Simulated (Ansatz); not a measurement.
# What LiZrBr3 (built on the sites of a database entry of CsSnBr3) distorts into

Aim: this structure of LiZrBr3 (built on the sites of a database entry of CsSnBr3) is to be tested for unstable modes, and one is followed downhill.

Main program and level: Ansatz 0.2.0; DFT PBEsol, scalar-relativistic, plane waves, norm-conserving pseudopotentials.

The structure was built from a prototype and need not be the compound's stable phase.

### Step 1. The starting structure

The structure is cubic, space group Pm-3m (No. 221). Conventional cell: a = 5.288 Å, b = 5.288 Å, c = 5.288 Å, α = 90.00°, β = 90.00°, γ = 90.00°. Li has 12 Br at 3.74 Å nearest. Nearest to Zr lie 6 Br at 2.64 Å. Nearest to Br lie 2 Zr at 2.64 Å. Farther neighbours and most contacts between anions are not listed.

### Step 2. Phonons on a q mesh

The cell comes from relaxations at this level that are not shown. Stability and thermal properties need the whole zone. Linear response on a 2×2×2 q mesh gives force constants as far as a supercell of that size would.

Contents of input.yaml:

```yaml
crystal:
  lattice:
    - [5.2880942881, 0.0, 0.0]
    - [0.0, 5.2880942881, 0.0]
    - [0.0, 0.0, 5.2880942881]
  atoms:
    - { symbol: Li, position: [0.0, 0.0, 0.0] }
    - { symbol: Zr, position: [0.5, 0.5, 0.5] }
    - { symbol: Br, position: [0.5, 0.0, 0.5] }
    - { symbol: Br, position: [0.5, 0.5, 0.0] }
    - { symbol: Br, position: [0.0, 0.5, 0.5] }
kpoints:
  mp_grid: { grid: [8, 8, 8] }
hamiltonian:
  xc: pbesol
  pseudopotentials: { kind: nc }
scf:
  occupations: { method: methfessel_paxton, width: 0.2 }
output:
  eigenvalues: true
phonons:
  method: dfpt
  qmesh: [2, 2, 2]
  temperatures: { t_max: 1000, t_step: 50 }
  qpath:
    path:
      - [[0.0, 0.0, 0.0], [0.0, 0.5, 0.0], [0.5, 0.5, 0.0], [0.0, 0.0, 0.0], [0.5, 0.5, 0.5], [0.0, 0.5, 0.0]]
      - [[0.5, 0.5, 0.5], [0.5, 0.5, 0.0]]
    npoints: 10
```

Started as:

```
$ ansatz run input.yaml --threads 4 --pin off --max-ram 14336MiB --backend cpu --events-out ev --progress --plain --runs-dir out
```

Numbers of over 12 decimals in the logs are rounded to 6 here.

What it wrote:

```text
Engine: ansatz 0.2.0, aarch64-unknown-linux-gnu
Pseudopotentials: kind: nc
Pseudopotential: Li, nc, valence charge 3, recommended cutoff 1006.821291 eV (normal), Li.nc.azcp (PseudoDojo's, or run here from an input of PseudoDojo's: the run reads no file of this project's for it)
Pseudopotential: Zr, nc, valence charge 12, recommended cutoff 897.975746 eV (normal), Zr.nc.azcp (PseudoDojo's, or run here from an input of PseudoDojo's: the run reads no file of this project's for it)
Pseudopotential: Br, nc, valence charge 7, recommended cutoff 625.861884 eV (normal), Br.nc.azcp (PseudoDojo's, or run here from an input of PseudoDojo's: the run reads no file of this project's for it)
Functional definition: PBEsol
  exchange = pbesol_x
  correlation = pbesol_c
Crystal: 5 atoms, lattice volume = 147.876 Å³
Basis set: ecut = 1006.821291 eV, 10827 PW (Γ), exchange–correlation on 120×120×120 points (8 copies of the dense FFT grid, shifted against one another)
Bands: 23, of which v1, the nominal top of the filled ones, is band 18 counted from 1 (17 counted from 0)
Symmetry: 48 space group operations
k-points: 35 of 512
Non-local potential: Li, projectors of the file, l = 0: 2, l = 1: 2
Non-local potential: Zr, projectors of the file, l = 0: 2, l = 1: 2, l = 2: 2
Non-local potential: Br, projectors of the file, l = 0: 2, l = 1: 2, l = 2: 2
Initial density: superposition of atomic densities (chi_scale 0.1, normalization cell), built separately for each of the 2 bonded fragments (scf.initial_density.interfragment_charge_transfer: auto; true builds it for the cell as a whole; a typed value also counts as a typed key of the start: scf.initial_density.chi_scale says what that changes, if anything)
Initial wavefunctions: pseudopotential atomic-orbital guess
Functional: x = pbesol(κ = 0.804, μ = 0.123457), c = pbesol(β = 0.046)
SCF iter   1: F=—  HF=-2863.032445 eV  |F-HF|=—  |Δ(HF+E_count)|=         —  Δρ=6.32e-2  dr2=1.75e1  ethr=3.10e-3  ⟨swp⟩=6.3  Hψ=3957  notcnv=0
preconditioner: auto → Kerker (q_TF=auto, 2.156 Å⁻¹)  [metal: Δε(μ)=0.112 eV  Ē_g=7.609 eV  σ=0.200 eV  W_gap=0.43  n_scr=26 (ndim 8)  ℏωp=15.6 eV  f_vac=0.000  D(μ)=2.99/eV (n_scr^D=18)]
SCF iter   2: F=—  HF=-2859.622490 eV  |F-HF|=—  |Δ(HF+E_count)|=    3.41e0  S|Δr|=    0.00e0  Δρ=1.82e-2  dr2=2.36e0  ethr=3.10e-3  ⟨swp⟩=7.4  Hψ=7279  notcnv=0
automatic band count: the SCF goes on with 28 bands, as 23 were too few: they end inside the smearing window of the response
preconditioner: auto → Resta (q_TF=auto, 2.156 Å⁻¹)  ε∞=4.2  [insulator: Δε(μ)=0.134 eV  Ē_g=7.638 eV  σ=0.200 eV  W_gap=0.51  n_scr=26 (ndim 8)  ℏωp=13.7 eV  f_vac=0.000  D(μ)=1.27/eV (n_scr^D=6)  ε∞_Penn≈4.2]
SCF iter   3: F=—  HF=-2858.967868 eV  |F-HF|=—  |Δ(HF+E_count)|=   6.55e-1  S|Δr|=    0.00e0  Δρ=7.79e-3  dr2=5.12e-1  ethr=3.10e-3  ⟨swp⟩=3.0  Hψ=1718  notcnv=0  defer=69
SCF iter   4: F=—  HF=-2858.845625 eV  |F-HF|=—  |Δ(HF+E_count)|=   1.22e-1  S|Δr|=    0.00e0  Δρ=5.11e-3  dr2=1.09e-1  ethr=1.42e-3  ⟨swp⟩=3.0  Hψ=1657  notcnv=0  defer=69
SCF iter   5: F=—  HF=-2858.824085 eV  |F-HF|=—  |Δ(HF+E_count)|=   2.15e-2  S|Δr|=    0.00e0  Δρ=1.11e-3  dr2=8.16e-3  ethr=3.03e-4  ⟨swp⟩=1.4  Hψ=1302  notcnv=0  defer=64
SCF iter   6: F=—  HF=-2858.822608 eV  |F-HF|=—  |Δ(HF+E_count)|=   1.48e-3  S|Δr|=    0.00e0  Δρ=3.49e-4  dr2=7.38e-4  ethr=2.27e-5  ⟨swp⟩=2.5  Hψ=1350  notcnv=0  defer=64
SCF iter   7: F=—  HF=-2858.822540 eV  |F-HF|=—  |Δ(HF+E_count)|=   6.80e-5  S|Δr|=    0.00e0  Δρ=1.25e-4  dr2=8.45e-5  ethr=2.05e-6  ⟨swp⟩=1.7  Hψ=1070  notcnv=0  defer=64
SCF iter   8: F=—  HF=-2858.822526 eV  |F-HF|=—  |Δ(HF+E_count)|=   1.39e-5  S|Δr|=    0.00e0  Δρ=2.83e-5  dr2=3.98e-6  ethr=2.35e-7  ⟨swp⟩=1.8  Hψ=997  notcnv=0  defer=64
SCF iter   9: F=—  HF=-2858.822530 eV  |F-HF|=—  |Δ(HF+E_count)|=   3.98e-6  S|Δr|=    0.00e0  Δρ=1.19e-5  dr2=9.36e-7  ethr=1.11e-8  ⟨swp⟩=2.5  Hψ=1394  notcnv=0  defer=64
SCF iter  10: F=—  HF=-2858.822464 eV  |F-HF|=—  |Δ(HF+E_count)|=   6.65e-5  S|Δr|=    0.00e0  Δρ=2.39e-6  dr2=3.37e-8  ethr=2.60e-9  ⟨swp⟩=2.2  Hψ=1254  notcnv=0  defer=64
SCF iter  11: F=—  HF=-2858.822464 eV  |F-HF|=—  |Δ(HF+E_count)|=   2.23e-9  S|Δr|=    0.00e0  Δρ=5.54e-7  dr2=7.82e-10  ethr=9.37e-11  ⟨swp⟩=2.6  Hψ=1471  notcnv=0  defer=64
SCF iter  12: F=—  HF=-2858.822464 eV  |F-HF|=—  |Δ(HF+E_count)|=  1.32e-11  S|Δr|=    0.00e0  Δρ=1.19e-7  dr2=1.47e-11  ethr=2.17e-12  ⟨swp⟩=2.2  Hψ=1457  notcnv=0  defer=64
SCF iter  13: F=-2858.822464 eV  HF=-2858.822464 eV  |F-HF|=1.36e-12  |Δ(HF+E_count)|=  6.37e-12  S|Δr|=    0.00e0  Δρ=1.45e-8  dr2=2.00e-13  ethr=1.00e-12  ⟨swp⟩=15.0  Hψ=6201  notcnv=0
SCF 1 converged in 13 iterations: F = -2858.822464 eV  dr2 = 2.00e-13
Initial density: read from a saved state, or passed on in memory by an earlier SCF of this step, an earlier step, the calling program or the single point that the run made first
iter 1 solved again at ethr=2.28e-7 eV; its pass at ethr=3.10e-3 eV (dr2=8.21e-5 eV) is discarded
SCF iter   1: F=—  HF=-2858.822529 eV  |F-HF|=—  |Δ(HF+E_count)|=         —  Δρ=1.20e-6  dr2=1.34e-9  ethr=2.28e-7  ⟨swp⟩=4.5  Hψ=7252  notcnv=0
eigensolver tolerance schedule: the retry pair's looser diagonalisation over-reported the residual by 61415.83 of it (diagonalisation noise at an unbounded share of the residual, at the tolerance the schedule requests for it); recorded, not acted on — ethr = c·dr2/N_el stays at c = 1.0e-1
preconditioner: auto → LDOS  [metal: Δε(μ)=0.020 eV  Ē_g=6.180 eV  σ=0.200 eV  W_gap=0.09  n_scr=26 (ndim 8)  ℏωp=13.7 eV  f_vac=0.072  D(μ)=2.74/eV (n_scr^D=18)  β→1.0]
SCF iter   2: F=—  HF=-2858.822464 eV  |F-HF|=—  |Δ(HF+E_count)|=   6.49e-5  S|Δr|=    0.00e0  Δρ=1.26e-6  dr2=1.68e-9  ethr=3.71e-12  ⟨swp⟩=4.4  Hψ=2709  notcnv=0
SCF iter   3: F=—  HF=-2858.822464 eV  |F-HF|=—  |Δ(HF+E_count)|=  4.26e-10  S|Δr|=    0.00e0  Δρ=6.11e-7  dr2=3.57e-10  ethr=3.71e-12  ⟨swp⟩=2.8  Hψ=1305  notcnv=0
SCF iter   4: F=—  HF=-2858.822464 eV  |F-HF|=—  |Δ(HF+E_count)|=  4.68e-11  S|Δr|=    0.00e0  Δρ=4.32e-7  dr2=1.81e-10  ethr=1.00e-12  ⟨swp⟩=1.0  Hψ=805  notcnv=0
SCF iter   5: F=—  HF=-2858.822464 eV  |F-HF|=—  |Δ(HF+E_count)|=  3.18e-11  S|Δr|=    0.00e0  Δρ=2.65e-7  dr2=6.94e-11  ethr=1.00e-12  ⟨swp⟩=1.0  Hψ=805  notcnv=0
SCF iter   6: F=-2858.822464 eV  HF=-2858.822464 eV  |F-HF|=5.00e-12  |Δ(HF+E_count)|=  1.46e-11  S|Δr|=    0.00e0  Δρ=9.81e-8  dr2=8.33e-12  ethr=1.00e-12  ⟨swp⟩=2.8  Hψ=2285  notcnv=0
SCF 2 converged in 6 iterations: F = -2858.822464 eV  dr2 = 8.33e-12
phonons: the bands overlap, so this run is a metal and interpolates without the dipole-dipole term. If the crystal is really an insulator or semiconductor, its LO-TO splitting is missing
NSCF: frozen V_eff on 35 k-points
NSCF: frozen V_eff on 125 k-points
DFPT response loops at q = (0, 0, 0) (fractional): preconditioner auto → Kerker (q_TF=auto, 2.156 Å⁻¹) (partly filled bands, converged f_vac=0.072); β = 1.00, the filter's whole step (`scf.mixing.beta` (0.50) is not read by the response loops under this deck's `scf.mixing.preconditioner`; to damp them name `kerker` or `kerker_dos`, under which they read `scf.mixing.beta`, and type it under 1.00, their step now; both keys bind the ground state too); Broyden in place of MSR1
NSCF: frozen V_eff on 250 k-points
DFPT response loops at q = (0, 0, -0.5) (fractional): mixed as the last ones told, above
NSCF: frozen V_eff on 250 k-points
DFPT response loops at q = (0, -0.5, -0.5) (fractional): mixed as the last ones told, above
NSCF: frozen V_eff on 250 k-points
DFPT response loops at q = (-0.5, -0.5, -0.5) (fractional): mixed as the last ones told, above
SCF converged after 13 iterations
Stability not checked: this state was not tested for a lower state beside it, because cold or Methfessel-Paxton smearing, or corrected tetrahedra, fill the levels in a way that the test cannot read (fill_not_monotonic; see scf.lower_state_search)
Free energy (F): -2858.822464 eV
Harris-Foulkes:  -2858.822464 eV  (|F-HF|=1.36e-12)
Internal energy: -2858.825209 eV  (E = F + TS)
E sigma→0 (E₀):  -2858.823150 eV
Entropy (-TS):   0.002745 eV (0.549 meV/atom)
Fermi energy:    6.405806 eV
--- Per-component energies (eV) ---
  E_band       = -341.928621
  E_kinetic    = 894.248781
  E_local      = -2309.315969  (includes V_loc(G=0)·N_el)
  E_nonlocal   = 202.112014
  E_hartree    = 727.083660
  E_xc         = -736.496988
  E_vxc        = -583.140757  (∫ρ·V_xc dr)
  E_ewald      = -1636.456707
  E_smearing   = 0.002745  (= −TS)
  E_closure    = 0.000000  (closes the sum)
  Σ components = -2858.822464   (vs F -2858.822464, Δ=0.00e0)
--- Band table (eV; the first three rows and the last of 35) ---
  k-point 0: bands = [... 14 lower, 2.1258, 2.1258, 2.1258, 5.4461, 5.4461, 5.4461, 5.7986, 7.1238, ... 6 higher]
  k-point 1: bands = [... 14 lower, 1.8303, 2.0783, 2.0783, 5.4547, 5.6727, 5.6727, 5.9764, 7.1250, ... 6 higher]
  k-point 2: bands = [... 14 lower, 1.6714, 2.0357, 2.0357, 5.4757, 6.2170, 6.2170, 6.4135, 7.1279, ... 6 higher]
  k-point 34: bands = [... 14 lower, 2.6293, 2.6293, 2.6293, 6.4908, 7.7688, 7.7688, 7.7688, 9.7569, ... 6 higher]
--- Phonons (Γ-DFPT): 4 representative perturbations + reference (Σ response iterations 12) ---
  ASR residual: 6.726e-5 → 0.000e0 eV/Å²; symmetrization residual: 1.142e-6 eV/Å²
  ASR residual per site (eV/Å²): 7.85e-6 6.73e-5 4.90e-6 4.90e-6 4.90e-6
  Γ frequencies (cm⁻¹): -154.02 -154.02 -154.02 0.00 0.00 0.00 39.02 39.02 39.02 86.04 86.04 86.04 253.80 253.80 253.80
--- Phonons (arbitrary-q DFPT): 4 irreducible q on the 2×2×2 mesh ---
  q = [0.0000, 0.0000, 0.0000] (star 1, of the zone-centre solve; hermiticity 2.10e-7, symmetrization 1.64e-14): -154.02 -154.02 -154.02 -0.00 -0.00 0.00 39.02 39.02 39.02 86.04 86.04 86.04 253.80 253.80 253.80
  q = [0.0000, 0.0000, -0.5000] (star 3, 9 solved perturbations in 975 linear systems a pass and spin channel, the states on 125 of 512 k-point pairs; hermiticity 1.00e-7, symmetrization 3.00e-13, the responses' own estimated error 2.5e-5 eV/Å²): -149.49 -149.49 -116.96 -5.86 -5.86 38.12 38.12 45.89 62.48 70.93 70.93 125.97 212.82 249.07 249.07
  q = [0.0000, -0.5000, -0.5000] (star 3, 9 solved perturbations in 975 linear systems a pass and spin channel, the states on 125 of 512 k-point pairs; hermiticity 1.22e-7, symmetrization 3.61e-14, the responses' own estimated error 3.0e-5 eV/Å²): -144.75 -136.09 -136.09 -46.19 27.28 27.28 39.45 60.75 60.75 84.01 127.12 127.12 211.47 216.63 243.57
  q = [-0.5000, -0.5000, -0.5000] (star 1, 4 solved perturbations in 350 linear systems a pass and spin channel, the states on 125 of 512 k-point pairs; hermiticity 1.93e-7, symmetrization 2.23e-13, the responses' own estimated error 3.2e-5 eV/Å²): -150.97 -150.97 -150.97 -49.02 -49.02 -49.02 85.09 85.09 85.09 120.31 120.31 120.31 213.67 213.67 219.63
  sum rule: each row above includes the acoustic sum rule's correction from the zone centre's row sums; it moved no ω² by more than (0.55 cm⁻¹)²
  mesh force constants: q→R imaginary residual 1.00e-18; ASR residual 6.726e-5 → 0.000e0 eV/Å²; symmetrization residual 8.882e-15 eV/Å²
  interpolated dispersion: 62 rows × 15 modes
  density of states and harmonic sums: on the 12×12×12 q-mesh, interpolated from the force constants of a 2×2×2 supercell (no non-analytic term)
  largest difference from the sums on the solved wave vectors: F 1.16e-1 eV, S 1.43e-4 and C_V 2.71e-5 eV/K
  zero-point energy: 0.074656 eV/cell   skipped modes (ω ≤ 0): 393, of them read as no rigid motion or as one in doubt: 390 (4.559e0 modes/cell left out, lowest -154.02 cm⁻¹)   left out of the sums: 3.04e-1 of the cell's modes: C_V's classical limit lies that fraction below 3 k_B per atom; for a crystal, a wire or a layer, F and S can be off by more, and a phonons.interpolated_qmesh denser along its periods is the remedy for the sampling
```

The job ended after 12 min (4 threads of Arm Neoverse V1, shared host; peak memory 3.7 GiB).

The column dr2 measures how far the density is from self-consistency, as an energy; F and HF (Harris–Foulkes) agree once it is small.

This step gave:

```
volume per atom                                         : 29.58 Å³
gap on the k-mesh                                       : 0 eV
sum-rule residual before enforcement                    : 6.73e-5 eV/Å²
lowest frequency on the path                            : -154.0 cm⁻¹
point group                                             : m-3m
highest frequency on the path or at a solved wavevector : 253.8 cm⁻¹
highest optical mode at the zone centre (no LO-TO term) : 253.8 cm⁻¹
lowest optical zone-centre mode                         : -154.0 cm⁻¹
lowest mode on the q mesh (acoustic modes at Γ apart)   : -154.0 cm⁻¹
```

Frequencies (cm⁻¹) solved at each irreducible wavevector; negative means imaginary. Frequencies by wavevector, by row:

```
q in reciprocal lattice units  star  mode 1  mode 2  mode 3  mode 4  mode 13  mode 14  mode 15
                        0 0 0     1    -154    -154    -154       0    253.8    253.8    253.8
                     0 0 -0.5     3  -149.5  -149.5    -117    -5.9    212.8    249.1    249.1
                  0 -0.5 -0.5     3  -144.8  -136.1  -136.1   -46.2    211.5    216.6    243.6
               -0.5 -0.5 -0.5     1    -151    -151    -151     -49    213.7    213.7    219.6
```

Interpolated from a 2×2×2 q mesh. Phonon branches along the path, in cm⁻¹:

```
    point  branch 1  branch 2  branch 3  branch 4  branch 12  branch 13  branch 14  branch 15
        Γ      -154      -154      -154         0         86        254        254        254
  halfway      -152      -152      -137        -5        101        236        251        251
        X      -150      -150      -117        -6        126        213        249        249
  halfway      -147      -143      -127       -32        126        213        233        246
        M      -145      -136      -136       -46        127        212        217        244
  halfway      -150      -141      -139       -15        101        233        235        249
        Γ      -154      -154      -154         0         86        254        254        254
  halfway      -143      -143      -142       -24        100        232        232        234
        R      -151      -151      -151       -49        120        214        214        220
  halfway      -146      -145      -136       -36        125        214        230        232
        X      -150      -150      -117        -6        126        213        249        249
jump to R      -151      -151      -151       -49        120        214        214        220
  halfway      -148      -144      -144       -48        124        213        217        230
        M      -145      -136      -136       -46        127        212        217        244
```

Symmetry leaves 4 wavevectors to solve. The lowest mode among them, the acoustic zeros apart, lies at Γ and is imaginary, 154.0i cm⁻¹, so the energy falls along it.

### Step 3. The mode frozen in, largest atomic shift 0 Å

The mode followed lies at Γ with frequency 154.0i cm⁻¹ and is 3-fold degenerate, the softest among the wavevectors solved. At small amplitude the distorted cell has space group no. 160 by a symmetry search on the positions. The undistorted cell that holds it gives the zero of energy on the same k mesh.

input.yaml, the sections that differ from step 2:

```yaml
output:
  forces: true
  stress: true
  eigenvalues: true
# crystal, kpoints, hamiltonian, scf: as in step 2
# phonons: removed
```

What it wrote:

```text
[...]
Crystal: 5 atoms, lattice volume = 147.876 Å³
Basis set: ecut = 1006.821291 eV, 10827 PW (Γ), exchange–correlation on 120×120×120 points (8 copies of the dense FFT grid, shifted against one another)
Bands: 23, of which v1, the nominal top of the filled ones, is band 18 counted from 1 (17 counted from 0)
Symmetry: 48 space group operations
[...]
k-points: 35 of 512
[...]
k-point 0: bands = [... 14 lower, 2.1259, 2.1259, 2.1259, 5.4462, 5.4462, 5.4462, 5.7986, 7.1239, ... 1 higher]
  k-point 1: bands = [... 14 lower, 1.8303, 2.0784, 2.0784, 5.4548, 5.6728, 5.6728, 5.9764, 7.1251, ... 1 higher]
  k-point 2: bands = [... 14 lower, 1.6714, 2.0357, 2.0357, 5.4757, 6.2171, 6.2171, 6.4135, 7.1280, ... 1 higher]
  k-point 34: bands = [... 14 lower, 2.6294, 2.6294, 2.6294, 6.4908, 7.7688, 7.7688, 7.7688, 9.7569, ... 1 higher]
[key lines of the parts left out:]
SCF converged after 12 iterations
Free energy (F): -2858.822464 eV
Fermi energy:    6.405871 eV
P = ⅓ Tr σ = 0.0091 GPa (0.091 kbar)
```

Run time: 7.4 s. Hardware: 4 threads; peak memory 0.83 GiB; 29 s of CPU time.

Numbers from this step:

```
pressure                         : 0.009070 GPa
energy from the undistorted cell : 0 meV/atom
```

The run ends at a pressure of 0.01 GPa.

### Step 4. The mode frozen in, largest atomic shift 0.6 Å

The atoms are moved along the unstable eigenvector, the largest shift by 0.6 Å, with the cell fixed.

input.yaml, the sections that differ from step 3:

```yaml
crystal:
  lattice:
    - [5.2880942881, 0.0, 0.0]
    - [0.0, 5.2880942881, 0.0]
    - [0.0, 0.0, 5.2880942881]
  atoms:
    - { symbol: Li, position: [-0.0655075614, 0.0655075614, 0.0655075614] }
    - { symbol: Zr, position: [0.5004905521, 0.4995094479, 0.4995094479] }
    - { symbol: Br, position: [0.5022515949, -0.0006263824, 0.4977484051] }
    - { symbol: Br, position: [0.5022515949, 0.4977484051, -0.0006263824] }
    - { symbol: Br, position: [0.0006263824, 0.4977484051, 0.4977484051] }
# kpoints, hamiltonian, scf, output: as in step 3
```

What it wrote:

```text
[...]
Crystal: 5 atoms, lattice volume = 147.876 Å³
Basis set: ecut = 1006.821291 eV, 10827 PW (Γ), exchange–correlation on 120×120×120 points (8 copies of the dense FFT grid, shifted against one another)
Bands: 23, of which v1, the nominal top of the filled ones, is band 18 counted from 1 (17 counted from 0)
Symmetry: 6 space group operations
[...]
k-point 0: bands = [... 14 lower, 2.0725, 2.0960, 2.0960, 5.4072, 5.4477, 5.4477, 5.9242, 7.1288, ... 6 higher]
  k-point 1: bands = [... 14 lower, 1.7951, 2.0385, 2.0431, 5.4413, 5.6477, 5.6737, 6.1001, 7.1300, ... 6 higher]
  k-point 2: bands = [... 14 lower, 1.6139, 1.9927, 1.9959, 5.4646, 6.1895, 6.2172, 6.5333, 7.1330, ... 6 higher]
  k-point 64: bands = [... 14 lower, 2.5644, 2.5644, 2.6067, 6.6320, 7.7761, 7.7761, 7.7925, 9.3831, ... 6 higher]
[key lines of the parts left out:]
SCF converged after 11 iterations
Free energy (F): -2858.934801 eV
Fermi energy:    6.412741 eV
P = ⅓ Tr σ = 0.0727 GPa (0.727 kbar)
```

It took 25 s on 4 threads; peak memory 1 GiB.

Numbers from this step:

| Item | Value |
| --- | --- |
| pressure | 0.07270 GPa |
| energy from the undistorted cell | -22.56 meV/atom |

The energy, extrapolated to zero smearing, is -22.56 meV/atom against the undistorted cell.

The run ends at a pressure of 0.07 GPa, with forces up to 0.36 eV/Å.

(Continued in part 2 of 3.)

[Logs are printed without paths, hosts, clocks, repeated set-up lines and the standing remarks that a program may print on its own settings, such as how far it seeks lower states.]

[Hosts, paths, dates, database ids (printed as entryN), source tags and the programs' standing remarks are cut or masked in the printed files.]
